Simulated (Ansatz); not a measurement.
## Lattice dynamics of ZnSn2 (built on the sites of a database entry of Hf2Zn)

Task: relax ZnSn2 (built on the sites of a database entry of Hf2Zn), then find its harmonic phonons.

Method: DFT PBEsol, scalar-relativistic, plane waves, PAW, in Ansatz 0.2.0.

This is a report of a sequence of runs, with most program output left out.

The structure was built from a prototype and need not be the compound's stable phase.

## Step 1: The structure

Symmetry: I4/mmm, No. 139, tetragonal system. The conventional cell has a = 2.780 Å, b = 2.780 Å, c = 9.659 Å, α = 90.00°, β = 90.00°, γ = 90.00°. Nearest to Sn lie 4 Zn at 2.49 Å and 8 Sn at 2.64 to 2.78 Å. Zn has 8 Sn at 2.49 Å and 4 Zn at 2.78 Å nearest. Farther neighbours are not listed.

## Step 2: Rough relaxation

The start is far from rest, so a relaxation with loose tolerances brings it close first.

The input, input.yaml:

```yaml
crystal:
  lattice:
    - [-1.38999, 1.38999, 4.82949]
    - [1.38999, -1.38999, 4.82949]
    - [1.38999, 1.38999, -4.82949]
  atoms:
    - { symbol: Sn, position: [0.65863576, 0.65863576, 0.0] }
    - { symbol: Sn, position: [0.34136424, 0.34136424, 0.0] }
    - { symbol: Zn, position: [0.0, 0.0, 0.0] }
kpoints:
  mp_grid: { grid: [10, 10, 10] }
hamiltonian:
  xc: pbesol
scf:
  occupations: { method: gaussian, width: 0.1 }
output:
  forces: true
  stress: true
  eigenvalues: true
relax:
  adjacent_minimum: "off"
  f_tol: 0.05
  max_steps: 80
  cell: { stress_tol: 0.5 }
```

On the command line:

```bash
$ ansatz run input.yaml --threads 4 --pin off --max-ram 14336MiB --backend cpu --events-out ev --progress --plain --runs-dir out
```

It took 10 s on 4 threads of Intel Xeon 6975P-C (Granite Rapids), shared host; peak memory 0.51 GiB; 39 s of CPU time.

Step by step:

| step | energy less that of the first step (eV) | largest force component (eV/Å) | pressure (GPa) | volume (Å³) |
| --- | --- | --- | --- | --- |
| 1 | 0.0000 | 2.7067 | 149.25 | 37.32 |
| 2 | -3.9857 | 0.5277 | 81.16 | 42.85 |
| 3 | -6.1457 | 0.1726 | 42.90 | 48.59 |
| 4 | -7.3550 | 0.0786 | 17.57 | 55.29 |
| 5 | -7.7258 | 0.0095 | -0.27 | 62.76 |
| 6* | -7.9404 | 0.0345 | 5.14 | 62.76 |
| 7 | -7.9963 | 0.0381 | 2.21 | 65.22 |
| 8 | -8.0118 | 0.0050 | -0.42 | 68.08 |
| 9 | -8.0129 | 0.0002 | 0.00 | 67.57 |
| 10* | -8.0146 | 0.0000 | -0.01 | 67.57 |

Relaxation steps marked * repeat the geometry before them on a plane-wave basis chosen anew for their cell, so energy and pressure can jump there.

Forces are held to the 16 operations that the run works with; a distortion that breaks them can't arise in this run.

| cell as run | before | after | change |
| --- | --- | --- | --- |
| a (Å) | 5.214 | 6.441 | +23.5 % |
| b (Å) | 5.214 | 6.441 | +23.5 % |
| c (Å) | 5.214 | 6.441 | +23.5 % |
| α (°) | 149.08 | 149.76 | +0.5 % |
| β (°) | 149.08 | 149.76 | +0.5 % |
| γ (°) | 44.30 | 43.29 | -2.3 % |
| volume (Å³/atom) | 12.44 | 22.52 | +81.0 % |

The atoms that moved most (Å, as changes of fractional coordinates times the final cell):

| atom | dx | dy | dz | length |
| --- | --- | --- | --- | --- |
| Sn1 | 0.000 | 0.000 | -0.126 | 0.126 |
| Sn2 | 0.000 | 0.000 | 0.126 | 0.126 |

The relaxed structure:

```xyz
3
Lattice="-1.6798 1.6798 5.9865 1.6798 -1.6798 5.9865 1.6798 1.6798 -5.9865" Properties=species:S:1:pos:R:3 pbc="T T T"
Sn    0.0000    0.0000    7.7597
Sn    0.0000    0.0000    4.2133
Zn    0.0000    0.0000    0.0000
```

Numbers from this step:

* pressure: -0.01406 GPa
* volume per atom: 22.52 Å³
* gap on the k-mesh: 0 eV

In this step the volume went from 12.44 to 22.52 Å³/atom.

## Step 3: Bringing the structure to rest

Harmonic phonons are second derivatives at a point where the forces vanish, and they are wanted at zero stress, so atoms and cell are relaxed first.

The input, input.yaml:

```yaml
crystal:
  lattice:
    - [-1.679778812, 1.679778812, 5.986492944]
    - [1.679778812, -1.679778812, 5.986492944]
    - [1.679778812, 1.679778812, -5.986492944]
  atoms:
    - { symbol: Sn, position: [0.6480970298, 0.6480970298, 0.0] }
    - { symbol: Sn, position: [0.3519029702, 0.3519029702, 0.0] }
    - { symbol: Zn, position: [0.0, 0.0, 0.0] }
kpoints:
  mp_grid: { grid: [18, 18, 18] }
hamiltonian:
  xc: pbesol
scf:
  occupations: { method: gaussian, width: 0.1 }
output:
  forces: true
  stress: true
  eigenvalues: true
  write_density: true
  write_potential: true
  elf: true
  volumetric_format: npy
relax:
  adjacent_minimum: "off"
  f_tol: 0.005
  max_steps: 80
  cell: { stress_tol: 0.05 }
```

The job ended after 25 s (4 threads; peak memory 0.94 GiB; 97 s of CPU time).

The steps of the relaxation:

| step | energy less that of the first step (eV) | largest force component (eV/Å) | pressure (GPa) | volume (Å³) |
| --- | --- | --- | --- | --- |
| 1 | 0.0000 | 0.0325 | 0.08 | 67.57 |
| 2 | -0.0020 | 0.0026 | 0.01 | 67.61 |
| 3 | -0.0022 | 0.0023 | -0.03 | 67.69 |
| 4* | -0.0022 | 0.0023 | -0.03 | 67.69 |

Relaxation steps marked * repeat the geometry before them on a plane-wave basis chosen anew for their cell, so energy and pressure can jump there.

The run keeps the 16 symmetry operations that it works with, so distortions that break them were not tested.

| conventional cell, symmetrised | before | after | change |
| --- | --- | --- | --- |
| a (Å) | 3.360 | 3.341 | -0.5 % |
| b (Å) | 3.360 | 3.341 | -0.5 % |
| c (Å) | 11.973 | 12.126 | +1.3 % |
| volume (Å³/atom) | 22.52 | 22.56 | +0.2 % |

Final coordinates:

```cif
data_structure
_symmetry_space_group_name_H-M 'P 1'
_symmetry_Int_Tables_number 1
_cell_length_a 6.5070
_cell_length_b 6.5070
_cell_length_c 6.5070
_cell_angle_alpha 150.246
_cell_angle_beta 150.246
_cell_angle_gamma 42.581
_cell_volume 67.69
loop_
_atom_site_label
_atom_site_type_symbol
_atom_site_fract_x
_atom_site_fract_y
_atom_site_fract_z
_atom_site_occupancy
Sn1 Sn 0.64844 0.64844 0.00000 1
Sn2 Sn 0.35156 0.35156 0.00000 1
Zn3 Zn 0.00000 0.00000 0.00000 1
```

This step gave:

- pressure: -0.03345 GPa
- volume per atom: 22.56 Å³

Electrostatic potential energy in the ab plane of the cell as run, not the conventional one, at fractional z = 0.000, with atoms of Sn and Zn within 0.2 Å of it. With pseudopotentials it is smooth inside the atoms' cores, unlike the true potential.

Values in eV, 10 rows by 16 columns, each cell a mean:
```
-24 -24 -14   6  12  11   9   8   9  11  13  14  14  12   3 -15
  0 -10 -12   0  10  10   3  -6  -5  -2   5  11  14  14  13  10
 12  11   9   9  11  11   7  -5   7  27  13  -1   7  13  14  14
 11   9   7   8  10  12  12   7  -3  18  40  32   0   3  12  13
 11   6  -5  -6  -3   1   9  12  10   1   2  16   8  -7   5  11
 12  10  -2   0  26  21   0   3  11  12   9   2  -3  -4   3  10
 13  13  10  -1   9  36  37   8  -1  10  12  12  10   9   9  11
 13  14  14  12   4  -1  12  12  -6   0  10  11   9   6   7  11
  1  11  14  14  13  11   4  -2  -4   0   8  10   6 -11 -19 -13
-23 -12   7  13  13  13  12  11  10  10  11  12  11   0 -21 -24
```
Columns run along a (6.5 Å; values clipped at the 3rd and 97th percentile), rows up along b (6.5 Å). Atoms in or near the plane, at fractional coordinates: Sn at (0.65, 0.65), Sn at (0.35, 0.35), Zn at (0.00, 0.00).

ELF in the ab plane of the cell as run, not the conventional one, at fractional z = 0.000, with atoms of Sn and Zn within 0.2 Å of it. It is the smooth field of the valence electrons, not physical close to the nuclei.

Ten even steps from '_' (0.00) to '@' (0.36), each cell a mean:
```
____--++##%%%%@@@@@@%%**++++****++..
::__::++**@@@@@@@@@@@@%%++--==++**==
++----++**%%@@@@@@@@@@@@%%++----++**
##**++++++##@@@@%%**++%%@@@@++--==**
##%%##******%%@@%%==..::##@@@@++--++
##@@@@@@%%####%%%%**..__..##@@%%++++
%%@@@@@@@@%%****%%%%==____::%%@@%%**
%%@@@@@@%%%%%%****%%%%==....**@@@@##
%%@@@@%%**##%%%%****%%%%**==++@@@@@@
%%@@@@##--::++%%%%****%%%%%%%%@@@@@@
##%%@@@@--____++%%%%****%%@@@@@@@@@@
**++%%@@##..____++%%%%**##%%@@@@@@%%
**==++@@@@**..__::%%%%%%######%%@@%%
**==--++@@@@##----**%%@@%%**++****##
**++----++@@@@%%##%%@@@@@@**++++++++
++**++----++%%@@@@@@@@@@@@##++--::--
..++**++====**%%@@@@@@@@@@%%**==____
__..++********##%%%%%%%%######++::__
```
Columns run along a (6.5 Å), rows up along b (6.5 Å). Atoms in or near the plane, at fractional coordinates: Sn at (0.65, 0.65), Sn at (0.35, 0.35), Zn at (0.00, 0.00).

Valence density in the ab plane of the cell as run, not the conventional one, at fractional z = 0.000, with atoms of Sn and Zn within 0.2 Å of it. It is the smooth field of the valence electrons, not physical close to the nuclei.

Ten steps, logarithmic in the rise over the least value, from '0' (0 e/Å³) to '9' (28 e/Å³), each cell a mean:
```
984100000000000026
575210011100000002
233210012221000000
011110013443100000
000000012576410000
000000001478741000
001100000257863100
011221000125774200
012343100012454210
001466420000123210
001367752000011110
000147874100000000
000024776310000000
000002466420001110
000000134321001221
200000011211001354
620000000110001378
962000000000000259
```
Columns run along a (6.5 Å), rows up along b (6.5 Å). Atoms in or near the plane, at fractional coordinates: Sn at (0.65, 0.65), Sn at (0.35, 0.35), Zn at (0.00, 0.00).

In this step the volume went from 22.52 to 22.56 Å³/atom.

## Step 4: Tight relaxation

Phonons need a cell at rest on their own settings, so the relaxation is repeated with tight tolerances on forces and stress on the k mesh and occupations of the first response run.

The input, input.yaml:

```yaml
crystal:
  lattice:
    - [-1.670657067, 1.670657067, 6.0629090674]
    - [1.670657067, -1.670657067, 6.0629090674]
    - [1.670657067, 1.670657067, -6.0629090674]
  atoms:
    - { symbol: Sn, position: [0.6484378291, 0.6484378291, 0.0] }
    - { symbol: Sn, position: [0.3515621709, 0.3515621709, 0.0] }
    - { symbol: Zn, position: [0.0, 0.0, 0.0] }
kpoints:
  mp_grid: { grid: [20, 20, 20] }
hamiltonian:
  xc: pbesol
scf:
  occupations: { method: methfessel_paxton, width: 0.2 }
output:
  forces: true
  stress: true
  eigenvalues: true
relax:
  adjacent_minimum: "off"
  f_tol: 0.001
  max_steps: 60
  cell: { stress_tol: 0.01 }
```

Elapsed: 28 s, on 4 threads; peak memory 1.1 GiB; 1.8 min of CPU time.

Little changed from the start: no atom moved by 0.005 Å and no cell edge by 0.1 %.

This step gave:

```yaml
pressure: 0.003612 GPa
```

The largest force component left is 0.40 meV/Å and the pressure is 0.004 GPa, within the tolerances set. The cell now holds 22.56 Å³/atom.

## Step 5: Linear response at the zone centre

The zone centre comes first: it holds the modes that light can see, as far as symmetry allows. No field response is asked, since the mesh shows no gap.

input.yaml, the sections that differ from step 4:

```yaml
crystal:
  lattice:
    - [-1.671120863, 1.671120863, 6.0600891015]
    - [1.671120863, -1.671120863, 6.0600891015]
    - [1.671120863, 1.671120863, -6.0600891015]
  atoms:
    - { symbol: Sn, position: [0.6483029203, 0.6483029203, 0.0] }
    - { symbol: Sn, position: [0.3516970797, 0.3516970797, 0.0] }
    - { symbol: Zn, position: [0.0, 0.0, 0.0] }
output:
  eigenvalues: true
phonons:
  method: dfpt
# kpoints, hamiltonian, scf: as in step 4
# relax: removed
```

Run time: 3.8 min. Hardware: 4 threads; peak memory 6.2 GiB.

This step gave:

| Property | Result |
| --- | --- |
| sum-rule residual before enforcement | 1.05e-4 eV/Å² |
| point group | 4/mmm |
| highest optical mode at the zone centre (no LO-TO term) | 124.6 cm⁻¹ |
| lowest optical zone-centre mode | 37.03 cm⁻¹ |

Patterns of degenerate modes are one choice out of their space. Modes at Γ, with each element's share of the kinetic energy:

| mode | frequency (cm⁻¹) | symmetry | Sn % | Zn % |
| --- | --- | --- | --- | --- |
| 1 | 0.0 | acoustic | 78 | 22 |
| 2 | 0.0 | acoustic | 78 | 22 |
| 3 | 0.0 | acoustic | 78 | 22 |
| 4 | 37.0 | Eg | 100 | 0 |
| 5 | 37.0 | Eg | 100 | 0 |
| 6 | 91.8 | Eu | 22 | 78 |
| 7 | 91.8 | Eu | 22 | 78 |
| 8 | 98.5 | A1g | 100 | 0 |
| 9 | 124.6 | A2u | 22 | 78 |

Displacements in mode 4 (37.0 cm⁻¹), the largest set to 1:
```
Sn1 -0.02  1.00  0.00
Sn2  0.02 -1.00  0.00
Zn3  0.00  0.00  0.00
```

Displacements in mode 9 (124.6 cm⁻¹), the largest set to 1:
```
Sn1  0.00  0.00 -0.28
Sn2  0.00  0.00 -0.28
Zn3  0.00  0.00  1.00
```

Before it was imposed, the acoustic sum rule was missed by 1.0e-4 eV/Å². Small misses are needed for a sound result but don't prove that mesh and cutoff are converged. The lowest optical mode is real, 37.0 cm⁻¹.

## Step 6: Phonons on a q mesh

Stability and thermal properties need the whole zone. Linear response on a 2×2×2 q mesh gives force constants as far as a supercell of that size would.

Edit input.yaml of step 5 so:

```diff
@@ -19 +19,10 @@
   method: dfpt
+  qmesh: [2, 2, 2]
+  temperatures: { t_max: 1000, t_step: 50 }
+  qpath:
+    path:
+      - [[0.0, 0.0, 0.0], [0.0, 0.0, 0.5], [0.25, 0.25, 0.25], [0.0, 0.5, 0.0], [0.0, 0.0, 0.0], [0.5, 0.5, -0.5], [0.26901068, 0.73098932, -0.26901068]]
+      - [[-0.26901068, 0.26901068, 0.26901068], [0.0, 0.0, 0.0]]
+      - [[0.0, 0.0, 0.5], [-0.03802137, 0.03802137, 0.5]]
+      - [[0.5, 0.5, -0.03802137], [0.5, 0.5, -0.5]]
+    npoints: 10
```

Elapsed: 21 min, on 4 threads; peak memory 8.7 GiB.

This step gave:

* sum-rule residual before enforcement: 1.03e-4 eV/Å²
* lowest frequency on the path: -23.86 cm⁻¹
* highest frequency on the path or at a solved wavevector: 129.9 cm⁻¹
* lowest mode on the q mesh (acoustic modes at Γ apart): -7.66 cm⁻¹

Frequencies (cm⁻¹) solved at each irreducible wavevector; negative means imaginary. Frequencies by wavevector, by row:

| q in reciprocal lattice units | star | mode 1 | mode 2 | mode 3 | mode 4 | mode 5 | mode 6 | mode 7 | mode 8 | mode 9 |
| --- | --- | --- | --- | --- | --- | --- | --- | --- | --- | --- |
| 0 0 0 | 1 | 0 | 0 | 0 | 37 | 37 | 91.8 | 91.8 | 98.5 | 124.6 |
| 0 0 -0.5 | 2 | -7.7 | 46.9 | 62.2 | 63.7 | 72.5 | 82.4 | 99.1 | 121.3 | 124.3 |
| 0 -0.5 0 | 4 | 11 | 34.1 | 34.4 | 60.5 | 60.7 | 76.7 | 104.2 | 120.5 | 129.9 |
| -0.5 -0.5 -0.5 | 1 | 24.2 | 24.2 | 31.1 | 31.1 | 71.8 | 79.7 | 88.8 | 88.8 | 127.2 |

Interpolated from a 2×2×2 q mesh, rough between the solved points. The phonon branches at the labelled points (cm⁻¹):

| point | branch 1 | branch 2 | branch 3 | branch 4 | branch 5 | branch 6 | branch 7 | branch 8 | branch 9 |
| --- | --- | --- | --- | --- | --- | --- | --- | --- | --- |
| Γ | 0 | 0 | 0 | 37 | 37 | 92 | 92 | 98 | 125 |
| halfway | 26 | 35 | 41 | 49 | 70 | 83 | 106 | 110 | 120 |
| X | -8 | 47 | 62 | 64 | 72 | 82 | 99 | 121 | 124 |
| halfway | 14 | 42 | 62 | 64 | 75 | 82 | 99 | 122 | 124 |
| P | 30 | 30 | 63 | 63 | 79 | 79 | 99 | 123 | 123 |
| halfway | -21 | 48 | 58 | 61 | 68 | 73 | 115 | 117 | 119 |
| N | 11 | 34 | 34 | 60 | 61 | 77 | 104 | 120 | 130 |
| halfway | 26 | 32 | 36 | 50 | 65 | 75 | 84 | 116 | 125 |
| Γ | 0 | 0 | 0 | 37 | 37 | 92 | 92 | 98 | 125 |
| halfway | 15 | 15 | 35 | 35 | 43 | 90 | 90 | 94 | 126 |
| M | 24 | 24 | 31 | 31 | 72 | 80 | 89 | 89 | 127 |
| halfway | 24 | 31 | 32 | 33 | 81 | 85 | 87 | 108 | 123 |
| S | 8 | 32 | 35 | 45 | 78 | 78 | 101 | 121 | 129 |
| jump to S0 | 8 | 32 | 35 | 45 | 78 | 78 | 101 | 121 | 129 |
| halfway | 28 | 36 | 38 | 52 | 59 | 76 | 83 | 118 | 125 |
| Γ | 0 | 0 | 0 | 37 | 37 | 92 | 92 | 98 | 125 |
| jump to X | -8 | 47 | 62 | 64 | 72 | 82 | 99 | 121 | 124 |
| halfway | -6 | 47 | 62 | 64 | 72 | 82 | 100 | 121 | 124 |
| R | 2 | 47 | 63 | 64 | 72 | 80 | 101 | 121 | 124 |
| jump to G′ | 2 | 47 | 63 | 64 | 72 | 80 | 101 | 121 | 124 |
| halfway | 28 | 37 | 40 | 61 | 61 | 84 | 106 | 108 | 119 |
| M | 24 | 24 | 31 | 31 | 72 | 80 | 89 | 89 | 127 |

(Part 1 of 2 ends here.)

[Logs are printed without paths, hosts, clocks, repeated set-up lines and the standing remarks that a program may print on its own settings, such as how far it seeks lower states.]

[Hosts, paths, dates, database ids (printed as entryN), source tags and the programs' standing remarks are cut or masked in the printed files.]
